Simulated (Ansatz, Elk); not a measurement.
## How far do independent atoms describe Mg4Mn2SiHg?

The structure of Mg4Mn2SiHg used here is made up (a known structure type with other elements) and was relaxed beforehand with PBEsol. The aim is the Fourier transform of its all-electron density, F(hkl), set beside the sum over free spherical atoms that refinements use.

Program: Elk 11.2.3 (patched build). Level of theory: DFT, PBE, all-electron APW+lo, Dirac cores, scalar-relativistic bands, static density, ferromagnetic start. Results are calculated unless marked as measured.

This account leaves out most program logs.

The structure was built from a prototype and need not be the compound's stable phase.

### Step 1. Set-up

It takes space group Amm2 (No. 38, orthorhombic). The conventional cell has a = 4.785 Å, b = 5.844 Å, c = 10.103 Å, α = 90.00°, β = 90.00°, γ = 90.00°. Nearest to Hg lie 8 Mg at 2.85 to 2.95 Å and 2 Mn at 2.93 Å. Mn has 8 Mg at 2.78 to 3.05 Å and 2 Hg at 2.93 Å and 2 Mn at 2.98 Å nearest. Nearest to Mn lie 8 Mg at 2.79 to 3.04 Å and 2 Si at 2.93 Å and 2 Mn at 2.98 Å. Nearest to Si lie 8 Mg at 2.84 to 2.98 Å and 2 Mn at 2.93 Å. Mg has 4 Mn at 2.78 to 3.05 Å and 2 Si at 2.84 Å and 2 Hg at 2.89 to 2.95 Å and 2 Mg at 2.91 to 2.93 Å nearest. Nearest to Mg lie 4 Mn at 2.79 to 3.04 Å and 2 Hg at 2.85 Å and 2 Si at 2.85 to 2.98 Å and 2 Mg at 2.86 to 2.98 Å. Farther neighbours are not listed.

Coordinates:

```cif
data_structure
_symmetry_space_group_name_H-M 'P 1'
_symmetry_Int_Tables_number 1
_cell_length_a 4.7849
_cell_length_b 5.8356
_cell_length_c 5.8356
_cell_angle_alpha 60.095
_cell_angle_beta 90.000
_cell_angle_gamma 90.000
_cell_volume 141.25
loop_
_atom_site_label
_atom_site_type_symbol
_atom_site_fract_x
_atom_site_fract_y
_atom_site_fract_z
_atom_site_occupancy
Hg1 Hg 0.50000 0.64497 0.64497 1
Mn2 Mn 0.50000 0.16330 0.16330 1
Mn3 Mn 0.00000 0.33853 0.33853 1
Si4 Si 0.00000 0.85672 0.85672 1
Mg5 Mg 0.50000 0.14944 0.64724 1
Mg6 Mg 0.50000 0.64724 0.14944 1
Mg7 Mg 0.00000 0.34612 0.85629 1
Mg8 Mg 0.00000 0.85629 0.34612 1
```

### Step 2. Ground state and structure factors

An all-electron density is needed, since X-rays see the cores too. Task 0 finds the density and task 195 Fourier-transforms it; tshift is off so that phases refer to the origin typed.

Input file elk.in:

```
tasks
  0
  195
  196

xctype
  20

spinpol
  .true.

rgkmax
  7.0

gmaxvr
  14.0

lmaxo
  7

lmaxapw
  8

swidth
  0.002

tshift
  .false.

ramdisk
  .false.

hmaxvr
  5.5

maxscl
  120

epspot
  1e-06

reducebf
  0.8

sppath
  './'

avec
  9.04207952087 0.00000000000 0.00000000000
  0.00000000000 5.52170206034 9.54563701173
  -0.00000000000 -5.52170206034 9.54563701173

atoms
  4
  'Hg.in'
  1
  0.5000000000 0.6449721807 0.6449721807   0.000000 0.000000 0.000000
  'Mn.in'
  2
  0.5000000000 0.1632961674 0.1632961674   0.000000 0.000000 -0.175000
  -0.0000000000 0.3385252303 0.3385252303   0.000000 0.000000 -0.175000
  'Si.in'
  1
  -0.0000000000 0.8567206933 0.8567206933   0.000000 0.000000 0.000000
  'Mg.in'
  4
  0.5000000000 0.1494410613 0.6472367744   0.000000 0.000000 0.000000
  0.5000000000 0.6472367744 0.1494410613   0.000000 0.000000 0.000000
  0.0000000000 0.3461208766 0.8562870160   0.000000 0.000000 0.000000
  0.0000000000 0.8562870160 0.3461208766   0.000000 0.000000 0.000000

ngridk
  4 4 4
```

Run with:

```console
OMP_NUM_THREADS=4 elk
```

Run time: 15 min. Hardware: 4 threads of Arm Neoverse V2, shared host; peak memory 0.72 GiB.

SFACRHO.OUT:

```text

h k l indices transformed by vhmat matrix:
   1.000000000       0.000000000       0.000000000    
   0.000000000       1.000000000       0.000000000    
   0.000000000       0.000000000       1.000000000    

      h      k      l  multipl.   |H|            Re(F)            Im(F)           |F|

      0      0      0      1   0.0000000       192.00000      0.86373877E-16   192.00000    
      0      1      0      2  0.65728503      -38.737757      -30.144797       49.084851    
      0      0     -1      2  0.65728503      -38.737757       30.144797       49.084851    
      0      1      1      1  0.65822588      -30.140148       61.370578       68.372337    
      0     -1     -1      1  0.65822588      -30.140148      -61.370578       68.372337    
      1      0      0      2  0.69488277      -63.460127      0.13899156E-13   63.460127    
      1      0      1      4  0.95649656       29.938733       48.829157       57.276647    
     -1     -1      0      4  0.95649656       29.938733      -48.829157       57.276647    
     -1      1      1      2  0.95714334       16.046247      -81.915528       83.472365    
     -1     -1     -1      2  0.95714334       16.046247       81.915528       83.472365    
      0     -1      1      2   1.1379073       84.374434     -0.74407887E-14   84.374434    
      0     -1     -2      2   1.1395377       54.961127       28.577128       61.946572    
      0      1      2      2   1.1395377       54.961127      -28.577128       61.946572    
      0     -2      0      2   1.3145701      -46.544952      -56.353569       73.090063    
      0      0      2      2   1.3145701      -46.544952       56.353569       73.090063    
      0     -2     -2      1   1.3164518      -119.74309       28.820568       123.16262    
      0      2      2      1   1.3164518      -119.74309      -28.820568       123.16262    
      1     -1      1      4   1.3333024      -58.165145      0.56839358E-14   58.165145
```

Elk indexes on the primitive cell of elk.in and gives |H| = 4π sin θ/λ in inverse bohr. Below, one row stands for each form hkl of the conventional cell (m members, Friedel mates merged), F is for one primitive cell and the density is static (no thermal factor). Free-atom factors are Waasmaier and Kirfel's, and R is Σm||F|−|F'||/Σm|F|.

| hkl | m | sin θ/λ (Å⁻¹) | abs F, DFT | neutral atoms | diff. | abs of complex diff. |
| --- | --- | --- | --- | --- | --- | --- |
| 011 | 4 | 0.099 | 49.085 | 49.494 | -0.409 | 0.474 |
| 002 | 2 | 0.099 | 68.372 | 68.512 | -0.140 | 0.332 |
| 100 | 2 | 0.104 | 63.460 | 63.733 | -0.273 | 0.273 |
| 111 | 8 | 0.144 | 57.277 | 57.489 | -0.212 | 0.218 |
| 102 | 4 | 0.144 | 83.472 | 83.277 | +0.196 | 0.217 |
| 020 | 2 | 0.171 | 84.374 | 84.142 | +0.232 | 0.232 |
| 013 | 4 | 0.171 | 61.947 | 62.060 | -0.114 | 0.195 |
| 022 | 4 | 0.198 | 73.090 | 73.289 | -0.198 | 0.198 |
| 004 | 2 | 0.198 | 123.163 | 123.535 | -0.373 | 0.375 |
| 120 | 4 | 0.201 | 58.165 | 58.309 | -0.144 | 0.144 |
| 113 | 8 | 0.201 | 41.203 | 41.188 | +0.015 | 0.075 |
| 200 | 2 | 0.209 | 148.055 | 148.702 | -0.647 | 0.647 |
| 122 | 8 | 0.224 | 137.808 | 138.513 | -0.704 | 0.705 |
| 104 | 4 | 0.224 | 96.929 | 97.383 | -0.454 | 0.480 |
| 211 | 8 | 0.231 | 44.158 | 44.219 | -0.060 | 0.066 |
| 202 | 4 | 0.231 | 59.662 | 59.775 | -0.113 | 0.114 |
| 031 | 4 | 0.261 | 44.733 | 44.874 | -0.141 | 0.198 |
| 024 | 4 | 0.262 | 62.807 | 63.005 | -0.199 | 0.204 |
| 015 | 4 | 0.262 | 40.153 | 40.286 | -0.132 | 0.133 |
| 220 | 4 | 0.270 | 72.963 | 73.239 | -0.276 | 0.276 |
| 213 | 8 | 0.270 | 55.281 | 55.420 | -0.139 | 0.152 |
| 131 | 8 | 0.281 | 47.878 | 47.948 | -0.069 | 0.101 |

### Step 3. The magnetisation density

The same run holds the spin density, and task 196 transforms it. The order is that of the start, and no other was tried.

SFACMAG_1.OUT:

```text

h k l indices transformed by vhmat matrix:
   1.000000000       0.000000000       0.000000000    
   0.000000000       1.000000000       0.000000000    
   0.000000000       0.000000000       1.000000000    

      h      k      l  multipl.   |H|            Re(F)            Im(F)           |F|

      0      0      0      1   0.0000000       7.2949417      0.12637754E-16   7.2949417    
      0      1      0      2  0.65728503     -0.16946286E-01   5.5098481       5.5098741    
      0      0     -1      2  0.65728503     -0.16946286E-01  -5.5098481       5.5098741    
      0      1      1      1  0.65822588      -2.8484543     -0.44231731E-01   2.8487977    
      0     -1     -1      1  0.65822588      -2.8484543      0.44231731E-01   2.8487977    
      1      0      0      2  0.69488277      0.61921303E-01  0.30173672E-15  0.61921303E-01
      1      0      1      4  0.95649656      -3.1413285     -0.20969491E-01   3.1413985    
     -1     -1      0      4  0.95649656      -3.1413285      0.20969491E-01   3.1413985    
     -1      1      1      2  0.95714334      0.50720949E-01  -5.3312746       5.3315159    
     -1     -1     -1      2  0.95714334      0.50720949E-01   5.3312746       5.3315159    
      0     -1      1      2   1.1379073       5.2944165      0.85178300E-16   5.2944165    
      0     -1     -2      2   1.1395377     -0.12788236E-01 -0.57633738      0.57647924    
      0      1      2      2   1.1395377     -0.12788236E-01  0.57633738      0.57647924    
      0     -2      0      2   1.3145701      -2.0196688      0.27834821E-01   2.0198606    
      0      0      2      2   1.3145701      -2.0196688     -0.27834821E-01   2.0198606    
      0     -2     -2      1   1.3164518      -2.8324448      0.63422186E-01   2.8331548
```

The total moment is 7.29 μB a cell; sphere moments: Hg1 -0.02, Mn2 +3.54, Mn3 +3.56, Si4 +0.02, Mg5 -0.03, Mg6 -0.03, Mg7 -0.02, Mg8 -0.02 μB. Polarised neutrons measure spin and orbital magnetisation together; without spin-orbit coupling the run gives the spin part:

| hkl | sin θ/λ (Å⁻¹) | abs F_M (μB) |
| --- | --- | --- |
| 011 | 0.099 | 5.510 |
| 002 | 0.099 | 2.849 |
| 100 | 0.104 | 0.062 |
| 111 | 0.144 | 3.141 |
| 102 | 0.144 | 5.332 |
| 020 | 0.171 | 5.294 |
| 013 | 0.171 | 0.576 |
| 022 | 0.198 | 2.020 |
| 004 | 0.198 | 2.833 |
| 120 | 0.201 | 0.046 |
| 113 | 0.201 | 4.662 |
| 200 | 0.209 | 4.489 |
| 122 | 0.224 | 3.751 |
| 104 | 0.224 | 3.319 |

### Step 4. The highest occupied states alone

An energy window below the Fermi level keeps the highest occupied states, to see at which angles they scatter; shallow core shells can lie inside it and anion s states outside. No new self-consistency is needed.

elk.in: that of step 2 with these lines changed.

```diff
@@ -1,5 +1,3 @@
 tasks
-  0
   195
-  196
 
@@ -44,2 +42,5 @@
 
+wsfac
+  -0.147300 0.520200
+
 sppath
```

Run with:

```console
OMP_NUM_THREADS=4 elk
```

Wall time 25 s (4 threads); peak memory 0.37 GiB; 38 s of CPU time.

States within 10 eV below the Fermi level hold 38.00 electrons; any levels below the window count with the cores. Their amplitudes can exceed the total, where window and core parts have opposite phase:

| hkl | sin θ/λ (Å⁻¹) | abs F, window | abs F, all |
| --- | --- | --- | --- |
| 011 | 0.099 | 4.114 | 49.085 |
| 002 | 0.099 | 9.398 | 68.372 |
| 100 | 0.104 | 6.609 | 63.460 |
| 111 | 0.144 | 4.541 | 57.277 |
| 102 | 0.144 | 14.848 | 83.472 |
| 020 | 0.171 | 13.831 | 84.374 |
| 013 | 0.171 | 5.058 | 61.947 |
| 022 | 0.198 | 5.767 | 73.090 |
| 004 | 0.198 | 8.476 | 123.163 |
| 120 | 0.201 | 4.138 | 58.165 |

### Step 5. Another functional

The difference from free atoms is small, so it is set against the change that PBEsol makes.

elk.in: that of step 4 with these lines changed.

```diff
@@ -1,6 +1,8 @@
 tasks
+  0
   195
+  196
 
 xctype
-  20
+  22
 
@@ -42,5 +44,2 @@
 
-wsfac
-  -0.147300 0.520200
-
 sppath
```

Run with:

```console
OMP_NUM_THREADS=4 elk
```

The job ended after 7.7 min (4 threads; peak memory 0.68 GiB).

The run was cut off at its time limit.

### Step 6. A coarser k-mesh

About half the k-points along each axis test the sampling.

elk.in: that of step 5 with these lines changed.

```diff
@@ -6,3 +6,3 @@
 xctype
-  22
+  20
 
@@ -72,2 +72,2 @@
 ngridk
-  4 4 4
+  2 2 2
```

Run with:

```console
OMP_NUM_THREADS=4 elk
```

The job ended after 4.6 min (4 threads; peak memory 0.69 GiB; 13 min of CPU time).

### Step 7. Summary of results

```json
{"R against neutral atoms, sin θ/λ < 0.3 Å⁻¹": "0.30 %", "R against neutral atoms, 0.3 to 0.56 Å⁻¹": "0.08 %"}
```

What this shows: Independent neutral atoms miss the calculated amplitudes by R = 0.30 % below 0.3 Å⁻¹ and 0.08 % from there to 0.56 Å⁻¹; by shells, 0.39 % below 0.15 Å⁻¹ (5 forms), 0.28 % 0.15 to 0.3 (23 forms), 0.06 % 0.3 to 0.45 (49 forms), 0.10 % above 0.45 (72 forms). Bonding, aspherical density and the tables' own atoms all enter these figures, and the runs don't part them. The largest change of an amplitude is -0.70 electrons, at 122. R counts amplitudes alone; phases shift too. The magnetic order is that of the start. No other order was tried here, and an antiferromagnetic one would change or move the magnetic intensity. The window's part falls from 38.0 electrons at the origin to at most 1.62 between 0.45 and 0.56 Å⁻¹, where compact states inside the window still scatter. The basis has no finished test. The k-mesh has no finished test. Spin-orbit coupling is left out, which can matter for elements this heavy. Part of the difference isn't bonding: the tables are fits to free atoms and ions calculated by other methods than this functional. Thermal motion, anomalous dispersion and extinction are left out.

[Logs are printed without paths, hosts, clocks, repeated set-up lines and the standing remarks that a program may print on its own settings, such as how far it seeks lower states.]

[Hosts, paths, dates, database ids (printed as entryN), source tags and the programs' standing remarks are cut or masked in the printed files.]
